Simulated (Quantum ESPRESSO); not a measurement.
## E(M) of MnSi

How stiff is the total moment of MnSi, and does E(M) have further minima?

Program: Quantum ESPRESSO 7.5. Level of theory: LDA; plane waves with GBRV 1.5 LDA potentials, no spin-orbit coupling. Results are calculated unless marked as measured.

**1. Set-up**

The structure is cubic, space group P2_13 (No. 198). The conventional cell has a = 4.558 Å, b = 4.558 Å, c = 4.558 Å, α = 90.00°, β = 90.00°, γ = 90.00°. Mn has 7 Si at 2.31 to 2.55 Å nearest. Nearest to Si lie 7 Mn at 2.31 to 2.55 Å. Farther neighbours are not listed.

As a file:

```cif
data_structure
_symmetry_space_group_name_H-M 'P2_13'
_symmetry_Int_Tables_number 198
_cell_length_a 4.5580
_cell_length_b 4.5580
_cell_length_c 4.5580
_cell_angle_alpha 90.000
_cell_angle_beta 90.000
_cell_angle_gamma 90.000
_cell_volume 94.69
loop_
_atom_site_label
_atom_site_type_symbol
_atom_site_symmetry_multiplicity
_atom_site_Wyckoff_symbol
_atom_site_fract_x
_atom_site_fract_y
_atom_site_fract_z
_atom_site_occupancy
Mn1 Mn 4 a 0.13700 0.13700 0.13700 1
Si1 Si 4 a 0.84500 0.84500 0.84500 1
```

The lattice constants were typed from memory of published values and not checked against a source.

**2. No moment imposed**

pw.in reads:

```
&CONTROL
  calculation = 'scf'
  prefix = 'pwscf'
  outdir = './tmp'
  pseudo_dir = './pseudo'
  disk_io = 'nowf'
/
&SYSTEM
  ibrav = 0
  celldm(1) = 8
  nat = 8
  ntyp = 2
  ecutwfc = 40
  ecutrho = 280
  nbnd = 57
  occupations = 'smearing'
  smearing = 'fd'
  degauss = 0.00367493
  nspin = 2
  starting_magnetization(1) = 0.2333
  starting_magnetization(2) = 0
/
&ELECTRONS
  conv_thr = 1.6d-08
  electron_maxstep = 150
  mixing_beta = 0.3
/
ATOMIC_SPECIES
Mn     54.9380 mn_lda_v1.5.uspp.F.UPF
Si     28.0850 si_lda_v1.uspp.F.UPF
CELL_PARAMETERS alat
   1.0766714595055    0.0000000000000    0.0000000000000
   0.0000000000000    1.0766714595055    0.0000000000000
   0.0000000000000    0.0000000000000    1.0766714595055
ATOMIC_POSITIONS crystal
Mn      0.1370000000    0.1370000000    0.1370000000
Mn      0.6370000000    0.3630000000    0.8630000000
Mn      0.8630000000    0.6370000000    0.3630000000
Mn      0.3630000000    0.8630000000    0.6370000000
Si      0.8450000000    0.8450000000    0.8450000000
Si      0.3450000000    0.6550000000    0.1550000000
Si      0.1550000000    0.3450000000    0.6550000000
Si      0.6550000000    0.1550000000    0.3450000000
K_POINTS automatic
8 8 8 0 0 0
```

The run is started by

```
$ OMP_NUM_THREADS=1 mpirun -n 4 pw.x -nk 4 -in pw.in > pw.out
```

The program printed:

```text
Program PWSCF v.7.5 starts

     Message from routine setup:
     using ibrav=0 with symmetry is DISCOURAGED, use correct ibrav instead

     K-points division:     npool     =       4
     Subspace diagonalization in iterative solution of the eigenvalue problem:

     G-vector sticks info
     --------------------
     sticks:   dense  smooth     PW     G-vecs:    dense   smooth      PW
     Sum        1649     949    293                50685    21879    3695

     Using Slab Decomposition

     bravais-lattice index     =            0
     lattice parameter (alat)  =       8.0000  a.u.
     unit-cell volume          =     639.0275 (a.u.)^3
     number of atoms/cell      =            8
     number of atomic types    =            2
     number of electrons       =        76.00
     number of Kohn-Sham states=           57
     kinetic-energy cutoff     =      40.0000  Ry
     charge density cutoff     =     280.0000  Ry
     scf convergence threshold =      1.6E-08
     mixing beta               =       0.3000
     number of iterations used =            8  plain     mixing
     Exchange-correlation= SLA  PZ   NOGX NOGC
                           (   1   1   0   0   0   0   0)

     celldm(1)=   8.000000  celldm(2)=   0.000000  celldm(3)=   0.000000
     celldm(4)=   0.000000  celldm(5)=   0.000000  celldm(6)=   0.000000

     crystal axes: (cart. coord. in units of alat)
               a(1) = (   1.076671   0.000000   0.000000 )
               a(2) = (   0.000000   1.076671   0.000000 )
               a(3) = (   0.000000   0.000000   1.076671 )

     reciprocal axes: (cart. coord. in units 2 pi/alat)
               b(1) = (  0.928788  0.000000  0.000000 )
               b(2) = (  0.000000  0.928788  0.000000 )
               b(3) = (  0.000000  0.000000  0.928788 )

     PseudoPot. # 1 for Mn read from file:
     mn_lda_v1.5.uspp.F.UPF
     Pseudo is Ultrasoft + core correction, Zval = 15.0
     Generated by new atomic code, or converted to UPF format
     Using radial grid of  859 points,  6 beta functions with:
                l(1) =   0
                l(2) =   0
                l(3) =   1
                l(4) =   1
                l(5) =   2
                l(6) =   2
     Q(r) pseudized with  8 coefficients,  rinner =    0.950   0.950   0.950
                                                       0.950   0.950

     PseudoPot. # 2 for Si read from file:
     si_lda_v1.uspp.F.UPF
     Pseudo is Ultrasoft + core correction, Zval =  4.0
     Generated by new atomic code, or converted to UPF format
     Using radial grid of  899 points,  6 beta functions with:
                l(1) =   0
                l(2) =   0
                l(3) =   1
                l(4) =   1
                l(5) =   2
                l(6) =   2
     Q(r) pseudized with  8 coefficients,  rinner =    0.900   0.900   0.900
                                                       0.900   0.900

     atomic species   valence    mass     pseudopotential
     Mn               15.00    54.93800     Mn( 1.00)
     Si                4.00    28.08500     Si( 1.00)

     Starting magnetic structure
     atomic species   magnetization
     Mn              0.233
     Si              0.000

     12 Sym. Ops. (no inversion) found ( 9 have fractional translation)

   Cartesian axes

     site n.     atom                  positions (alat units)
         1        Mn     tau(   1) = (   0.1475040   0.1475040   0.1475040  )
         2        Mn     tau(   2) = (   0.6858397   0.3908317   0.9291675  )
         3        Mn     tau(   3) = (   0.9291675   0.6858397   0.3908317  )
         4        Mn     tau(   4) = (   0.3908317   0.9291675   0.6858397  )
         5        Si     tau(   5) = (   0.9097874   0.9097874   0.9097874  )
         6        Si     tau(   6) = (   0.3714517   0.7052198   0.1668841  )
         7        Si     tau(   7) = (   0.1668841   0.3714517   0.7052198  )
         8        Si     tau(   8) = (   0.7052198   0.1668841   0.3714517  )

     number of k points=    45  Fermi-Dirac smearing, width (Ry)=  0.0037
                       cart. coord. in units 2pi/alat
        k(    1) = (   0.0000000   0.0000000   0.0000000), wk =   0.0019531
        k(    2) = (   0.0000000   0.0000000   0.1160986), wk =   0.0117188
        k(    3) = (   0.0000000   0.0000000   0.2321971), wk =   0.0117188
        k(    4) = (   0.0000000   0.0000000   0.3482957), wk =   0.0117188
        k(    5) = (   0.0000000   0.0000000  -0.4643942), wk =   0.0058594
        [... 40 further k-points ...]

     Dense  grid:    50685 G-vectors     FFT dimensions: (  48,  48,  48)

     Smooth grid:    21879 G-vectors     FFT dimensions: (  36,  36,  36)

     Check: negative core charge=   -0.000040
     Generating pointlists ...
     new r_m :   0.2246 (alat units)  1.7970 (a.u.) for type    1
     new r_m :   0.2246 (alat units)  1.7970 (a.u.) for type    2

     Initial potential from superposition of free atoms

     starting charge      73.9973, renormalised to      76.0000
     Starting wfcs are   68 randomized atomic wfcs

     Self-consistent Calculation

     iteration #  1     ecut=    40.00 Ry     beta= 0.30
     Davidson diagonalization with overlap
     ethr =  1.00E-02,  avg # of iterations =  4.5

     total energy              =    -881.50052465 Ry
     estimated scf accuracy    <       7.28999818 Ry

     total magnetization       =     6.01 Bohr mag/cell
     absolute magnetization    =     7.19 Bohr mag/cell

     iteration #  2     ecut=    40.00 Ry     beta= 0.30
     Davidson diagonalization with overlap
     ethr =  9.59E-03,  avg # of iterations =  2.2

     total energy              =    -883.03320993 Ry
     estimated scf accuracy    <       3.83232039 Ry

     total magnetization       =     7.75 Bohr mag/cell
     absolute magnetization    =     8.87 Bohr mag/cell

     iteration #  3     ecut=    40.00 Ry     beta= 0.30
     Davidson diagonalization with overlap
     ethr =  5.04E-03,  avg # of iterations =  1.1

     total energy              =    -883.53994989 Ry
     estimated scf accuracy    <       0.11457777 Ry

     total magnetization       =     7.65 Bohr mag/cell
     absolute magnetization    =     8.83 Bohr mag/cell

     [... further iterations left out ...]

     iteration # 16     ecut=    40.00 Ry     beta= 0.30
     Davidson diagonalization with overlap
     ethr =  7.00E-09,  avg # of iterations =  2.5

     total energy              =    -883.60067219 Ry
     estimated scf accuracy    <       0.00000256 Ry

     total magnetization       =     3.63 Bohr mag/cell
     absolute magnetization    =     4.11 Bohr mag/cell

     iteration # 17     ecut=    40.00 Ry     beta= 0.30
     Davidson diagonalization with overlap
     ethr =  3.37E-09,  avg # of iterations =  2.0

     total energy              =    -883.60067280 Ry
     estimated scf accuracy    <       0.00000015 Ry

     total magnetization       =     3.64 Bohr mag/cell
     absolute magnetization    =     4.12 Bohr mag/cell

     iteration # 18     ecut=    40.00 Ry     beta= 0.30
     Davidson diagonalization with overlap
     ethr =  1.94E-10,  avg # of iterations =  2.2

     total energy              =    -883.60067283 Ry
     estimated scf accuracy    <       0.00000002 Ry

     total magnetization       =     3.64 Bohr mag/cell
     absolute magnetization    =     4.12 Bohr mag/cell

     iteration # 19     ecut=    40.00 Ry     beta= 0.30
     Davidson diagonalization with overlap
     ethr =  3.14E-11,  avg # of iterations =  2.8

     Magnetic moment per site  (integrated on atomic sphere of radius R)
     atom   1 (R=0.225)  charge= 13.0102  magn=  0.9105
     atom   2 (R=0.225)  charge= 13.0102  magn=  0.9105
     atom   3 (R=0.225)  charge= 13.0102  magn=  0.9105
     atom   4 (R=0.225)  charge= 13.0102  magn=  0.9105
     atom   5 (R=0.225)  charge=  1.7636  magn= -0.0320
     atom   6 (R=0.225)  charge=  1.7636  magn= -0.0320
     atom   7 (R=0.225)  charge=  1.7636  magn= -0.0320
     atom   8 (R=0.225)  charge=  1.7636  magn= -0.0320

     End of self-consistent calculation

     [... lines left out ...]
     the Fermi energy is    15.1548 ev

!    total energy              =    -883.60067285 Ry
     estimated scf accuracy    <          1.6E-09 Ry
     smearing contrib. (-TS)   =      -0.00361210 Ry
     internal energy E=F+TS    =    -883.59706075 Ry

     The total energy is F=E-TS. E is the sum of the following terms:
     one-electron contribution =    -464.46134556 Ry
     hartree contribution      =     272.52190223 Ry
     xc contribution           =    -122.81042825 Ry
     ewald contribution        =    -568.84718916 Ry

     total magnetization       =     3.64 Bohr mag/cell
     absolute magnetization    =     4.12 Bohr mag/cell

     convergence has been achieved in  19 iterations

=------------------------------------------------------------------------------=
   JOB DONE.
=------------------------------------------------------------------------------=
```

Wall time 2.2 min (4 MPI ranks of Arm Neoverse V1, shared host); peak memory 0.71 GiB.

Spin moment in the atom's sphere by atom:

| atom | spin moment in the atom's sphere (μB) |
| --- | --- |
| Mn1 | 0.910 |
| Mn2 | 0.910 |
| Mn3 | 0.910 |
| Mn4 | 0.910 |
| Si5 | -0.032 |
| Si6 | -0.032 |
| Si7 | -0.032 |
| Si8 | -0.032 |

Numbers from this step:

```yaml
smearing_term_ts: 0.04915 eV
magnetization: 3.636 μB
absolute_magnetization: 4.121 μB
final_state: ferromagnetic
```

**3. Moment fixed at 0 μB**

The two spin channels are filled to separate Fermi energies, so that the total moment meets the target. Half of the up one less the down one is the slope dE/dM.

Changes to pw.in since step 2:

```diff
@@ -14,3 +14,3 @@
   ecutrho = 280
-  nbnd = 57
+  nbnd = 54
   occupations = 'smearing'
@@ -19,4 +19,5 @@
   nspin = 2
-  starting_magnetization(1) = 0.2333
+  starting_magnetization(1) = 0.0117
   starting_magnetization(2) = 0
+  tot_magnetization = 0
 /
```

The program printed:

```text
     [... lines left out ...]
Program PWSCF v.7.5 starts
     [... lines left out ...]
     number of atoms/cell      =            8
     [... lines left out ...]
     number of electrons       =        76.00 (up:  38.00, down:  38.00)
     number of Kohn-Sham states=           54
     kinetic-energy cutoff     =      40.0000  Ry
     charge density cutoff     =     280.0000  Ry
     scf convergence threshold =      1.6E-08
     [... lines left out ...]
     12 Sym. Ops. (no inversion) found ( 9 have fractional translation)
     [... lines left out ...]
     number of k points=    45  Fermi-Dirac smearing, width (Ry)=  0.0037
     [... lines left out ...]
     iteration # 12     ecut=    40.00 Ry     beta= 0.30
     [... lines left out ...]
     Magnetic moment per site  (integrated on atomic sphere of radius R)
     atom   1 (R=0.225)  charge= 13.0106  magn= -0.0000
     atom   2 (R=0.225)  charge= 13.0106  magn= -0.0000
     atom   3 (R=0.225)  charge= 13.0106  magn= -0.0000
     atom   4 (R=0.225)  charge= 13.0106  magn= -0.0000
     atom   5 (R=0.225)  charge=  1.7618  magn= -0.0000
     atom   6 (R=0.225)  charge=  1.7618  magn= -0.0000
     atom   7 (R=0.225)  charge=  1.7618  magn= -0.0000
     atom   8 (R=0.225)  charge=  1.7618  magn= -0.0000
     [... lines left out ...]
     the spin up/dw Fermi energies are    15.0913   15.0913 ev
!    total energy              =    -883.59303994 Ry
     estimated scf accuracy    <       0.00000001 Ry
     smearing contrib. (-TS)   =      -0.00631996 Ry
     [... lines left out ...]
     total magnetization       =     0.00 Bohr mag/cell
     absolute magnetization    =     0.00 Bohr mag/cell
     convergence has been achieved in  12 iterations
```

It took 87 s on 4 MPI ranks; peak memory 0.57 GiB.

Read from the output:

* magnetization: 0 μB
* absolute magnetization: 0 μB
* half the difference of the two Fermi energies: 0 meV
* largest moment: 0 μB

**4. Moment fixed at 0.549 μB**

Changes to pw.in since step 3:

```diff
@@ -21,3 +21,3 @@
   starting_magnetization(2) = 0
-  tot_magnetization = 0
+  tot_magnetization = 0.549
 /
```

The program printed:

```text
     [... lines left out ...]
Program PWSCF v.7.5 starts
     [... lines left out ...]
     number of atoms/cell      =            8
     [... lines left out ...]
     number of electrons       =        76.00 (up:  38.27, down:  37.73)
     number of Kohn-Sham states=           54
     kinetic-energy cutoff     =      40.0000  Ry
     charge density cutoff     =     280.0000  Ry
     scf convergence threshold =      1.6E-08
     [... lines left out ...]
     12 Sym. Ops. (no inversion) found ( 9 have fractional translation)
     [... lines left out ...]
     number of k points=    45  Fermi-Dirac smearing, width (Ry)=  0.0037
     [... lines left out ...]
     iteration # 12     ecut=    40.00 Ry     beta= 0.30
     [... lines left out ...]
     Magnetic moment per site  (integrated on atomic sphere of radius R)
     atom   1 (R=0.225)  charge= 13.0107  magn=  0.1399
     atom   2 (R=0.225)  charge= 13.0107  magn=  0.1399
     atom   3 (R=0.225)  charge= 13.0107  magn=  0.1399
     atom   4 (R=0.225)  charge= 13.0107  magn=  0.1399
     atom   5 (R=0.225)  charge=  1.7618  magn= -0.0056
     atom   6 (R=0.225)  charge=  1.7618  magn= -0.0056
     atom   7 (R=0.225)  charge=  1.7618  magn= -0.0056
     atom   8 (R=0.225)  charge=  1.7618  magn= -0.0056
     [... lines left out ...]
     the spin up/dw Fermi energies are    15.0761   15.1081 ev
!    total energy              =    -883.59336515 Ry
     estimated scf accuracy    <          1.3E-09 Ry
     smearing contrib. (-TS)   =      -0.00623772 Ry
     [... lines left out ...]
     total magnetization       =     0.55 Bohr mag/cell
     absolute magnetization    =     0.64 Bohr mag/cell
     convergence has been achieved in  12 iterations
```

Wall time 84 s (4 MPI ranks); peak memory 0.68 GiB; 5.6 min of CPU time.

Spin moment in the atom's sphere by atom:

| atom | spin moment in the atom's sphere (μB) |
| --- | --- |
| Mn1 | 0.140 |
| Mn2 | 0.140 |
| Mn3 | 0.140 |
| Mn4 | 0.140 |
| Si5 | -0.006 |
| Si6 | -0.006 |
| Si7 | -0.006 |
| Si8 | -0.006 |

Read from the output:

- magnetization: 0.549 μB
- absolute magnetization: 0.637 μB
- half the difference of the two Fermi energies: -16 meV

**5. Moment fixed at 1.097 μB**

Changes to pw.in since step 4:

```diff
@@ -19,5 +19,5 @@
   nspin = 2
-  starting_magnetization(1) = 0.0117
+  starting_magnetization(1) = 0.0183
   starting_magnetization(2) = 0
-  tot_magnetization = 0.549
+  tot_magnetization = 1.097
 /
```

The program printed:

```text
     [... lines left out ...]
Program PWSCF v.7.5 starts
     [... lines left out ...]
     number of atoms/cell      =            8
     [... lines left out ...]
     number of electrons       =        76.00 (up:  38.55, down:  37.45)
     number of Kohn-Sham states=           54
     kinetic-energy cutoff     =      40.0000  Ry
     charge density cutoff     =     280.0000  Ry
     scf convergence threshold =      1.6E-08
     [... lines left out ...]
     12 Sym. Ops. (no inversion) found ( 9 have fractional translation)
     [... lines left out ...]
     number of k points=    45  Fermi-Dirac smearing, width (Ry)=  0.0037
     [... lines left out ...]
     iteration # 12     ecut=    40.00 Ry     beta= 0.30
     [... lines left out ...]
     Magnetic moment per site  (integrated on atomic sphere of radius R)
     atom   1 (R=0.225)  charge= 13.0106  magn=  0.2794
     atom   2 (R=0.225)  charge= 13.0106  magn=  0.2794
     atom   3 (R=0.225)  charge= 13.0106  magn=  0.2794
     atom   4 (R=0.225)  charge= 13.0106  magn=  0.2794
     atom   5 (R=0.225)  charge=  1.7619  magn= -0.0111
     atom   6 (R=0.225)  charge=  1.7619  magn= -0.0111
     atom   7 (R=0.225)  charge=  1.7619  magn= -0.0111
     atom   8 (R=0.225)  charge=  1.7619  magn= -0.0111
     [... lines left out ...]
     the spin up/dw Fermi energies are    15.0640   15.1233 ev
!    total energy              =    -883.59429910 Ry
     estimated scf accuracy    <          1.5E-09 Ry
     smearing contrib. (-TS)   =      -0.00594758 Ry
     [... lines left out ...]
     total magnetization       =     1.10 Bohr mag/cell
     absolute magnetization    =     1.27 Bohr mag/cell
     convergence has been achieved in  12 iterations
```

It took 90 s on 4 MPI ranks; peak memory 0.57 GiB.

This step gave:

```yaml
magnetization: 1.097 μB
absolute_magnetization: 1.272 μB
half_the_difference_of_the_two_fermi_energies: -29.7 meV
largest_moment: 0.2794 μB
```

**6. The curve**

The runs not shown differ in the target, the start and the number of states alone. The point at 3.64 μB is the free run, entered with slope zero.

Table of energy over the lowest by total spin moment:

| total spin moment (μB a cell) | energy over the lowest (meV a cell) |
| --- | --- |
| 0.00 | 104 |
| 0.55 | 99.4 |
| 1.10 | 86.7 |
| 1.65 | 67.9 |
| 2.19 | 46.0 |
| 2.74 | 23.0 |
| 3.29 | 4.39 |
| 3.64 | 0 |
| 3.84 | 2.11 |
| 4.39 | 37.4 |
| 4.94 | 93.2 |
| 5.49 | 156 |
| 6.04 | 227 |

Table of dE/dM by total spin moment:

| total spin moment (μB a cell) | dE/dM (meV/μB) |
| --- | --- |
| 0.00 | 0.0115 |
| 0.55 | -16.0 |
| 1.10 | -29.7 |
| 1.65 | -37.7 |
| 2.19 | -41.7 |
| 2.74 | -40.5 |
| 3.29 | -23.6 |
| 3.64 | 0 |
| 3.84 | 22.4 |
| 4.39 | 92.0 |
| 4.94 | 109 |
| 5.49 | 121 |
| 6.04 | 136 |

Table of largest site moment by total spin moment:

| total spin moment (μB a cell) | largest site moment (μB) |
| --- | --- |
| 0.00 | 4.0e-6 |
| 0.55 | 0.140 |
| 1.10 | 0.279 |
| 1.65 | 0.419 |
| 2.19 | 0.557 |
| 2.74 | 0.694 |
| 3.29 | 0.828 |
| 3.64 | 0.910 |
| 3.84 | 0.959 |
| 4.39 | 1.09 |
| 4.94 | 1.23 |
| 5.49 | 1.36 |
| 6.04 | 1.50 |

**7. Outcome**

- moment of the free run: 3.64 μB a cell
- energy at zero total moment: 104 meV a cell over the lowest
- ΔE/ΔM² from the lowest point to 3.84 and to 3.29 μB: 50 and 37 meV/μB²

**Reading.** At zero total moment the site moments vanish, so the 104 meV a cell is the energy of forming them. The points show one minimum alone. All runs start parallel; opposed orders may lie lower.

[Logs and program files are shortened in this print: banners, set-up blocks, solver, clock and traceback lines can be left out without a mark of their own.]

[Logs are printed without paths, hosts, clocks, repeated set-up lines and the standing remarks that a program may print on its own settings, such as how far it seeks lower states.]

[Hosts, paths, dates, database ids (printed as entryN), source tags and the programs' standing remarks are cut or masked in the printed files.]

[Where a cell is said to come from a database of computed structures, the database is the Materials Project.]
